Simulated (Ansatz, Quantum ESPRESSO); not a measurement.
# Evanescent states of C, diamond type, lattice constant set to 3.57 Å, part 3 of 3

Wanted: the complex band structure of C, diamond type, lattice constant set to 3.57 Å, as for a tunnel barrier.

Quantum ESPRESSO 7.5; plane-wave DFT, PBE, GBRV ultrasoft pseudopotentials; cross-check by Ansatz 0.2.0 with PAW datasets.

So far. Step 2 (SCF with pw.x): The run needed 7 iterations to bring the estimated error under 1e-09 Ry.

## Step 4: Complex band structure, with ewind = 6.0 and epsproj = 1e-07

Level of this step: complex band structure by pwcond; plane-wave DFT, PBE, GBRV ultrasoft pseudopotentials (Quantum ESPRESSO).

A sensitivity test on the input.

File cbs.w.in:

```
&inputcond
  outdir = './out'
  prefixl = 'scf'
  band_file = 'cbs.w'
  ikind = 0
  ewind = 6.0
  epsproj = 1e-07
  nz1 = 7
  energy0 = 4.48
  denergy = -0.16
/
4
  0.00000000 0.00000000 1.00000000
  0.50000000 0.00000000 1.00000000
  0.50000000 0.50000000 1.00000000
  0.25000000 0.00000000 1.00000000
41
```

The run is started by

```
$ OMP_NUM_THREADS=1 mpirun -n 2 pwcond.x -in cbs.w.in > cbs.w.out
```

Numbers of over 12 decimals in the logs are rounded to 6 here.

What it wrote:

```text
[banner, memory and clock lines left out]
Program PWCOND v.7.5 starts
[citation notice left out]

[...]
./out/scf.save/

     IMPORTANT: XC functional enforced from input :
     Exchange-correlation= PBE
                           (   1   4   3   4   0   0   0)
     Any further DFT definition will be discarded
     Please, verify this is what you really want

     Reading collected, re-writing distributed wavefunctions

===== INPUT FILE containing the left lead =====

     GEOMETRY:

     lattice parameter (alat)  =       4.7704  a.u.
     the volume                =     153.5222 (a.u.)^3
     the cross section         =      22.7564 (a.u.)^2
     l of the unit cell        =       1.4142 (alat)
     number of atoms/cell      =            4
     number of atomic types    =            1

     crystal axes: (cart. coord. in units of alat)
               a(1) = (  1.0000  0.0000  0.0000 )
               a(2) = (  0.0000  1.0000  0.0000 )
               a(3) = (  0.0000  0.0000  1.4142 )

   Cartesian axes

     site n.     atom                  positions (alat units)
          1        C      tau(  1)=(  0.0000  0.0000  1.4142  )
          2        C      tau(  2)=(  0.5000  0.0000  0.3536  )
          3        C      tau(  3)=(  0.5000  0.5000  0.7071  )
          4        C      tau(  4)=(  0.0000  0.5000  1.0607  )

     nr1s                      =           20
     nr2s                      =           20
     nr3s                      =           27
     nr1sx                     =           20
     nr2sx                     =           20
     nr3sx                     =           27
     nr1                       =           24
     nr2                       =           24
     nr3                       =           32
     nr1x                      =           24
     nr2x                      =           24
     nr3x                      =           32

 _______________________________
  Radii of nonlocal spheres:

     type       ibeta     ang. mom.          radius (alat units)
       C          1         0                    0.2762
       C          2         0                    0.2762
       C          3         1                    0.2762
       C          4         1                    0.2762
----- General information -----

----- Complex band structure calculation -----

     nrx                       =           20
     nry                       =           20
     nz1                       =            7

     energy0               =         4.5E+00
     denergy               =        -1.6E-01
     nenergy               =         41
     ecut2d                =         4.0E+01
     ewind                 =         6.0E+00
     epsproj               =         1.0E-07

     number of k_|| points=    4
                       cryst. coord.
        k(    1) = (   0.0000000   0.0000000), wk =   0.2500000
        k(    2) = (   0.5000000   0.0000000), wk =   0.2500000
        k(    3) = (   0.5000000   0.5000000), wk =   0.2500000
        k(    4) = (   0.2500000   0.0000000), wk =   0.2500000
----- Information about left lead -----

     nocros                   =            8
     noins                    =           24
     norb                     =           40
     norbf                    =           40
     nrz                      =           27

      iorb      type   ibeta   ang. mom.   m       position (alat)
        1        1       1        0        1   taunew(   1)=(  0.0000  0.0000  0.0000)
        2        1       2        0        1   taunew(   2)=(  0.0000  0.0000  0.0000)
[...]
40        1       4        1        3   taunew(  40)=(  0.0000  0.0000  1.4142)
    k slab    z(k)  z(k+1)     crossing(iorb=1,norb)
    1   0.0000 0.0524 0.0524   1111111100000000000000000000000000000000
    2   0.0524 0.1048 0.0524   1111111111111111000000000000000000000000
[...]
27   1.3618 1.4142 0.0524   0000000000000000000000000000000011111111
 ngper, shell number =           69          13
 ngper, n2d =           69          69
---  E-Ef =    4.4800000  k =    0.0000000   0.0000000
---  ie =          1  ik =          1
 Nchannels of the left tip =            2
 Right moving states:
   k1(2pi/a)   k2(2pi/a)   E-Ef (eV)
  -0.0694775  -0.0000000   4.4800000
  -0.4858377  -0.0000000   4.4800000
 Left moving states:
   k1(2pi/a)   k2(2pi/a)   E-Ef (eV)
   0.0694775  -0.0000000   4.4800000
   0.4858377  -0.0000000   4.4800000

---  E-Ef =    4.3200000  k =    0.0000000   0.0000000
---  ie =          2  ik =          1
 Nchannels of the left tip =            2
 Right moving states:
   k1(2pi/a)   k2(2pi/a)   E-Ef (eV)
  -0.1228842  -0.0000000   4.3200000
   0.4448951  -0.0000000   4.3200000
 Left moving states:
   k1(2pi/a)   k2(2pi/a)   E-Ef (eV)
   0.1228842  -0.0000000   4.3200000
  -0.4448951  -0.0000000   4.3200000
[... further energies and points left out ...]
---  E-Ef =   -1.7600000  k =    0.2500000   0.0000000
---  ie =         40  ik =          4
 Nchannels of the left tip =            3
 Right moving states:
   k1(2pi/a)   k2(2pi/a)   E-Ef (eV)
   0.2424305  -0.0000000  -1.7600000
  -0.2522156   0.0000000  -1.7600000
  -0.3021879   0.0000000  -1.7600000
 Left moving states:
   k1(2pi/a)   k2(2pi/a)   E-Ef (eV)
  -0.2424305  -0.0000000  -1.7600000
   0.2522156  -0.0000000  -1.7600000
   0.3021879   0.0000000  -1.7600000

---  E-Ef =   -1.9200000  k =    0.2500000   0.0000000
---  ie =         41  ik =          4
 Nchannels of the left tip =            3
 Right moving states:
   k1(2pi/a)   k2(2pi/a)   E-Ef (eV)
   0.1930833  -0.0000000  -1.9200000
  -0.2756700   0.0000000  -1.9200000
  -0.3504225   0.0000000  -1.9200000
 Left moving states:
   k1(2pi/a)   k2(2pi/a)   E-Ef (eV)
  -0.1930833  -0.0000000  -1.9200000
   0.2756700  -0.0000000  -1.9200000
   0.3504225  -0.0000000  -1.9200000

[...]
```

Elapsed: 86 s, on 2 MPI ranks of Arm Neoverse N1, shared host; peak memory 0.09 GiB.

Beside the run it was changed from:

```
                                       quantity  this run  unchanged run  difference
peak of the smallest κ at the zone centre (Å⁻¹)     0.311          0.311           0
                                  wall time (s)        86             59
```

The physical values in this table stay within 0.05 %.

## Step 5: Cross-check with Ansatz

As a check, the same structure is run in Ansatz.

Level of this step: plane-wave DFT, PBE, Ansatz PAW (Ansatz 0.2.0).

File input.yaml:

```yaml
crystal:
  lattice:
    - [2.5243712088, 0.0, 0.0]
    - [0.0, 2.5243712088, 0.0]
    - [0.0, 0.0, 3.57]
  atoms:
    - { symbol: C, position: [0.0, 0.0, 0.0] }
    - { symbol: C, position: [0.5, 0.0, 0.25] }
    - { symbol: C, position: [0.5, 0.5, 0.5] }
    - { symbol: C, position: [0.0, 0.5, 0.75] }
kpoints:
  mp_grid: { grid: [10, 10, 8] }
hamiltonian:
  xc: pbe
scf:
  occupations: { method: fixed }
  convergence: { dr2_threshold: 1.0e-09 }
output:
  transmission:
    leads: [[0, 0]]
    kpoints: [[0, 0], [0.5, 0], [0.5, 0.5], [0.25, 0]]
    e_range: [-1.92, 4.48]
    de: 0.16
```

The run is started by

```
$ ansatz run input.yaml --threads 2 --pin off --max-ram 4096MiB --backend cpu --events-out ev --progress --plain --runs-dir out
```

What it wrote:

```text
Engine: ansatz 0.2.0, aarch64-unknown-linux-gnu
Pseudopotentials: kind: paw
Pseudopotential: C, paw, valence charge 4, recommended cutoff 420 eV (normal), C.paw.azcp
Functional definition: PBE
  parameter kappa = 0.804
  parameter beta = 0.066725
  exchange = pbe_x(kappa = kappa, mu = beta*pi^2/3)
  correlation = pbe_c(beta = beta)
Crystal: 4 atoms, lattice volume = 22.750 Å³
Basis set: ecut = 420 eV, 451 PW (Γ)
Bands: 12, of which v1, the nominal top of the filled ones, is band 8 counted from 1 (7 counted from 0)
Symmetry: 32 space group operations
Space group: Fd-3m (ITA 227), of the structure as read, at distance tolerance 2.8e-5 Å
k-points: 105 of 800
Non-local potential: C, projectors of the file, l = 0: 2, l = 1: 2, l = 2: 1
PAW form: soft (Blöchl's): semilocal exchange-correlation on the pseudo side does not see the compensation charge
PAW one-centre angular grid: C, 110 points (default); XC on 64 Gauss nodes
Initial density: superposition of atomic densities (neutral atoms: chi_scale 0, normalization atom), corrected by the library's trained network
Initial wavefunctions: pseudopotential atomic-orbital guess
Functional: x = pbe(κ = 0.804, μ = 0.219515), c = pbe(β = 0.066725)
SCF iter   1: F=—  HF=-1003.231323 eV  |F-HF|=—  |Δ(HF+E_count)|=         —  Δρ=1.81e-3  dr2=2.23e-4  ethr=1.77e-3  ⟨swp⟩=4.3  Hψ=6419  notcnv=0  defer=159
preconditioner: auto → none  [insulator: Δε(μ)=4.143 eV  Ē_g=17.121 eV  n_scr=6 (ndim 8)  ℏωp=31.1 eV  f_vac=0.000  ε∞_Penn≈4.3]
SCF iter   2: F=—  HF=-1003.231373 eV  |F-HF|=—  |Δ(HF+E_count)|=   5.01e-5  Δρ=8.71e-4  dr2=4.26e-5  ethr=1.39e-6  ⟨swp⟩=2.3  Hψ=3098  notcnv=0  defer=195
SCF iter   3: F=—  HF=-1003.231476 eV  |F-HF|=—  |Δ(HF+E_count)|=   1.04e-4  Δρ=8.92e-5  dr2=7.43e-7  ethr=2.67e-7  ⟨swp⟩=2.1  Hψ=2259  notcnv=0  defer=141
SCF iter   4: F=—  HF=-1003.231479 eV  |F-HF|=—  |Δ(HF+E_count)|=   2.34e-6  Δρ=3.02e-5  dr2=1.43e-7  ethr=4.64e-9  ⟨swp⟩=2.0  Hψ=2100  notcnv=0  defer=8
SCF iter   5: F=—  HF=-1003.231479 eV  |F-HF|=—  |Δ(HF+E_count)|=   4.89e-8  Δρ=6.83e-6  dr2=7.00e-9  ethr=8.97e-10  ⟨swp⟩=2.0  Hψ=2100  notcnv=0  defer=8
SCF iter   6: F=-1003.231479 eV  HF=-1003.231479 eV  |F-HF|=2.26e-11  |Δ(HF+E_count)|=   2.39e-9  Δρ=5.90e-7  dr2=4.96e-11  ethr=6.25e-12  ⟨swp⟩=4.3  Hψ=4388  notcnv=0
SCF 1 converged in 6 iterations: F = -1003.231479 eV  dr2 = 4.96e-11
  greatest PAW one-centre occupation: 0.643 electrons in one spin orbital (limit 2), on the C atom at site 3 (counted from 0), in its partial waves of l = 0
transmission: 5 of 20 steps passed
transmission: 10 of 20 steps passed
transmission: 15 of 20 steps passed
transmission: 20 of 20 steps passed
SCF converged after 6 iterations
Free energy (F): -1003.231479 eV
Harris-Foulkes:  -1003.231479 eV  (|F-HF|=2.26e-11)
Internal energy: -1003.231479 eV  (E = F + TS)
E sigma→0 (E₀):  -1003.231479 eV
Fermi energy:    13.267205 eV
--- Per-component energies (eV) ---
  E_band       = 68.892428
  E_kinetic    = 368.693514
  E_local      = -245.200849  (includes V_loc(G=0)·N_el)
  E_nonlocal   = 106.568095
  E_hartree    = 53.613826
  E_xc         = -194.764381
  E_vxc        = -241.784891  (∫ρ·V_xc dr)
  E_paw        = -396.854484  (= ΣΔE_a)
  E_vpaw       = -26.611040  (= ΣTr[D̂ρ^β])
  E_aug_tail   = 0.000036  (compensation charges beyond the density's cutoff)
  E_ewald      = -695.287235
  E_smearing   = -0.000000  (= −TS)
  E_closure    = -0.000000  (closes the sum)
  Σ components = -1003.231479   (vs F -1003.231479, Δ=0.00e0)
--- Band table (eV; the first three rows and the last of 105) ---
  k-point 0: bands = [... 4 lower, 6.9769, 13.2672, 13.2672, 13.2672, 18.0283, 18.0283, 18.8535, 18.8535]
  k-point 1: bands = [... 4 lower, 7.1175, 12.7138, 12.7138, 12.9137, 17.5724, 18.7415, 18.8192, 19.5291]
  k-point 2: bands = [... 4 lower, 7.5363, 11.5447, 11.5447, 11.9388, 17.4012, 18.4444, 19.9922, 21.0607]
  k-point 104: bands = [... 4 lower, 4.9635, 4.9635, 4.9635, 4.9635, 23.8778, 23.8778, 23.8778, 23.8778]
--- Transmission ---
  basis      : 57 plane waves across, 5 finite elements along
  points     : 4, as listed
  energies   : 41 from -1.920000 to 4.480000 eV about the Fermi level, 0.160000 eV apart; the leads are filled to 2.067012 eV, and channels, transmission and decay are at 2.080000 eV
  crystal 0  : C4, at the sites [0, 0], period 3.5700 Å: whole cells are its period
    offset         : up to 0.0000 Å between an atom of the period and one for which it stands
    channels       : 0.000000e0 a spin
    conductance    : none, the energies end too early or step too widely for 300 K: set another output.transmission.e_range or a lower de, or, where they end at an eighth of basis.ecutwfc, a higher one
    slowest decay  : 0.3044 /Å at (0.0000, 0.0000)
```

Wall time 9.4 s (2 threads); peak memory 0.27 GiB; 9.6 s of CPU time.

Numbers from this step:

- free energy: -1003.2315 eV
- gap by band count: 4.134 eV
- symmetry operations: 32
- slowest decay at the grid energy nearest mid-gap: 0.3044 Å⁻¹
- peak of the smallest κ at the zone centre: 0.3113 Å⁻¹
- energy of the peak at the zone centre: 2.72 eV
- valence top, on the run's zero: 13.27 eV

K across = (0, 0) in the cell's reciprocal vectors; values within 0.0025 1/Å of each other count once, columns are sorted by size at each energy, a dash where no further value was kept. Im kz of the slowest decaying states against energy, zero at the highest filled level of the SCF mesh:

```
energy (eV)  decay 1 (Å⁻¹)  decay 2 (Å⁻¹)  decay 3 (Å⁻¹)
      -1.92              -              -              -
      -1.76           1.49              -              -
      -1.44           1.44              -              -
      -1.28           1.42              -              -
      -0.96           1.38              -              -
      -0.80           1.36              -              -
      -0.64           1.34              -              -
      -0.32           1.29              -              -
      -0.16           1.27              -              -
       0.00         0.0168         0.0256           1.25
       0.32          0.153          0.207           1.20
       0.48          0.183          0.251           1.18
       0.80          0.227          0.320           1.13
       0.96          0.243          0.348           1.10
       1.12          0.257          0.374           1.07
       1.44          0.279          0.419           1.02
       1.60          0.287          0.438          0.987
       1.76          0.294          0.457          0.957
       2.08          0.304          0.490          0.893
       2.24          0.308          0.505          0.860
       2.56          0.311          0.533          0.787
       2.72          0.311          0.545          0.748
       2.88          0.310          0.557          0.707
       3.20          0.306          0.579          0.614
       3.36          0.302          0.560          0.589
       3.52          0.297          0.501          0.598
       3.84          0.284          0.348          0.615
       4.00          0.234          0.276          0.623
       4.32          0.255          0.637              -
       4.48          0.242          0.643              -
```

K across = (0, 0) in the cell's reciprocal vectors. Re kz of states that move upwards against energy, zero at the highest filled level of the SCF mesh:

```csv
energy (eV),channel 1 (Å⁻¹),channel 2 (Å⁻¹),channel 3 (Å⁻¹)
-1.92,-0.538,-0.474,-0.474
-1.76,-0.513,-0.446,-0.446
-1.60,-0.486,-0.418,-0.418
-1.44,-0.459,-0.390,-0.390
-1.28,-0.431,-0.362,-0.362
-1.12,-0.401,-0.333,-0.333
-0.96,-0.369,-0.303,-0.303
-0.64,-0.298,-0.239,-0.239
-0.48,-0.257,-0.203,-0.203
-0.32,-0.208,-0.162,-0.162
-0.16,-0.145,-0.112,-0.112
0.00,-,-,-
0.16,-,-,-
0.32,-,-,-
0.48,-,-,-
0.64,-,-,-
0.80,-,-,-
0.96,-,-,-
1.12,-,-,-
1.44,-,-,-
1.60,-,-,-
1.76,-,-,-
1.92,-,-,-
2.08,-,-,-
2.24,-,-,-
2.40,-,-,-
2.56,-,-,-
2.72,-,-,-
2.88,-,-,-
3.04,-,-,-
3.20,-,-,-
3.52,-,-,-
3.68,-,-,-
3.84,-,-,-
4.00,-,-,-
4.16,-0.369,0.602,-
4.32,-0.209,0.788,-
4.48,-0.853,-0.117,-
```

K across = (1/2, 0) in the cell's reciprocal vectors; values within 0.0025 1/Å of each other count once, columns are sorted by size at each energy, a dash where no further value was kept. Im kz of the slowest decaying states against energy, zero at the highest filled level of the SCF mesh:

```csv
energy (eV),decay 1 (Å⁻¹),decay 2 (Å⁻¹),decay 3 (Å⁻¹)
-1.92,0.275,0.758,-
-1.76,0.297,0.790,-
-1.60,0.316,0.816,-
-1.44,0.334,0.838,-
-1.28,0.351,0.856,-
-1.12,0.366,0.871,-
-0.96,0.380,0.884,-
-0.64,0.405,0.905,-
-0.48,0.417,0.912,-
-0.32,0.427,0.919,-
-0.16,0.437,0.924,-
0.00,0.446,0.929,-
0.16,0.455,0.932,-
0.32,0.463,0.934,-
0.48,0.471,0.936,-
0.64,0.478,0.937,-
0.80,0.485,0.937,-
0.96,0.491,0.936,-
1.12,0.496,0.935,-
1.44,0.506,0.932,-
1.60,0.511,0.929,-
1.76,0.515,0.926,-
1.92,0.519,0.922,-
2.08,0.522,0.918,-
2.24,0.525,0.913,1.49
2.40,0.527,0.908,1.47
2.56,0.529,0.902,1.45
2.72,0.531,0.896,1.43
2.88,0.532,0.890,1.41
3.04,0.533,0.883,1.39
3.20,0.534,0.876,1.37
3.52,0.534,0.860,1.32
3.68,0.533,0.852,1.30
3.84,0.532,0.843,1.28
4.00,0.530,0.833,1.25
4.16,0.529,0.823,1.23
4.32,0.526,0.813,1.21
4.48,0.523,0.802,1.18
```

K across = (1/2, 1/2) in the cell's reciprocal vectors; values within 0.0025 1/Å of each other count once, columns are sorted by size at each energy, a dash where no further value was kept. The Im kz of the slowest decaying states by energy, zero at the highest filled level of the SCF mesh:

energy (eV), Im kz of the slowest decaying states (Å⁻¹) and a bar from the least value:
```
    -1.92      0.524 ##############################
    -1.76      0.525 ##############################
    -1.44      0.525 ##############################
    -1.28      0.524 ##############################
    -0.96      0.522 ##############################
    -0.80      0.521 ##############################
    -0.64      0.518 #############################
    -0.32      0.513 #############################
    -0.16      0.510 #############################
     0.00      0.506 #############################
     0.32      0.498 ############################
     0.48      0.493 ###########################
     0.80      0.482 ###########################
     0.96      0.476 ##########################
     1.12      0.470 ##########################
     1.44      0.455 ########################
     1.60      0.448 ########################
     1.76      0.439 #######################
     2.08      0.421 ######################
     2.24      0.411 #####################
     2.56      0.389 ###################
     2.72      0.377 ##################
     2.88      0.364 #################
     3.20      0.336 ###############
     3.36      0.320 ##############
     3.52      0.303 ############
     3.84      0.264 #########
     4.00      0.241 #######
     4.32      0.186 ###
     4.48      0.149
```

K across = (1/4, 0) in the cell's reciprocal vectors; values within 0.0025 1/Å of each other count once, columns are sorted by size at each energy, a dash where no further value was kept. The Im kz of the slowest decaying states by energy, zero at the highest filled level of the SCF mesh:

| energy (eV) | decay 1 (Å⁻¹) | decay 2 (Å⁻¹) | decay 3 (Å⁻¹) |
| --- | --- | --- | --- |
| -1.92 | - | - | - |
| -1.60 | 0.114 | - | - |
| -1.28 | 0.207 | - | - |
| -0.96 | 0.267 | - | - |
| -0.64 | 0.140 | 0.312 | - |
| -0.32 | 0.259 | 0.348 | 1.47 |
| -0.16 | 0.298 | 0.364 | 1.45 |
| 0.00 | 0.331 | 0.379 | 1.43 |
| 0.16 | 0.359 | 0.392 | 1.41 |
| 0.48 | 0.405 | 0.416 | 1.37 |
| 0.80 | 0.437 | 0.441 | 1.33 |
| 1.12 | 0.455 | 0.469 | 1.29 |
| 1.44 | 0.470 | 0.492 | 1.24 |
| 1.76 | 0.482 | 0.510 | 1.20 |
| 2.08 | 0.493 | 0.523 | 1.15 |
| 2.40 | 0.501 | 0.533 | 1.10 |
| 2.72 | 0.507 | 0.538 | 1.05 |
| 2.88 | 0.509 | 0.539 | 1.03 |
| 3.20 | 0.513 | 0.539 | 0.971 |
| 3.52 | 0.514 | 0.536 | 0.912 |
| 3.84 | 0.513 | 0.528 | 0.849 |
| 4.16 | 0.510 | 0.516 | 0.778 |
| 4.48 | 0.500 | 0.506 | 0.698 |

## Step 6: The arithmetic

T falls as exp(−2κd). With κ = 0.304 1/Å, 10 Å of barrier pass exp(−2 × 0.304 × 10) = 0.0023 of that channel, interfaces aside.

## Step 7: Outcome

- gap on the SCF mesh: 4.14 eV
- smallest κ at mid-gap among the four k points, at the zone centre: 0.304 Å⁻¹
- peak of the smallest κ in the stop band at the zone centre: 0.311 Å⁻¹
- energy of the peak at the zone centre, over the highest filled level: 2.56 eV
- peak at the zone centre by Ansatz: 0.311 Å⁻¹

**Reading.** With a gap of 4.14 eV on the mesh, the smallest κ at mid-gap among the four k points, at the zone centre is 0.304 Å⁻¹ (PBE, GBRV ultrasoft). For a barrier with the Fermi level at mid-gap the slowest state found, at the zone centre, loses a factor of ten in probability every 3.8 Å or so. Stop bands away from the zone centre are mostly wider than the gap, so their peaks can lie above the conduction bottom. At the zone centre pwcond's peak is 0.311 and Ansatz's 0.311 1/Å, 0 % apart. The cell is the a/√2 one, turned by 45°, with two primitive cells, so X along [001] folds onto kz = 0. A semilocal gap is too small, often by a third to a half and by more in narrow-gap crystals, so real barriers decay faster.

[Logs are printed without paths, hosts, clocks, repeated set-up lines and the standing remarks that a program may print on its own settings, such as how far it seeks lower states.]

[Hosts, paths, dates, database ids (printed as entryN), source tags and the programs' standing remarks are cut or masked in the printed files.]

[Maps of the electrostatic potential energy from Ansatz leave out the sawtooth potential of an applied field or a dipole correction, so their vacuum need not be flat; planar profiles and work functions include it.]
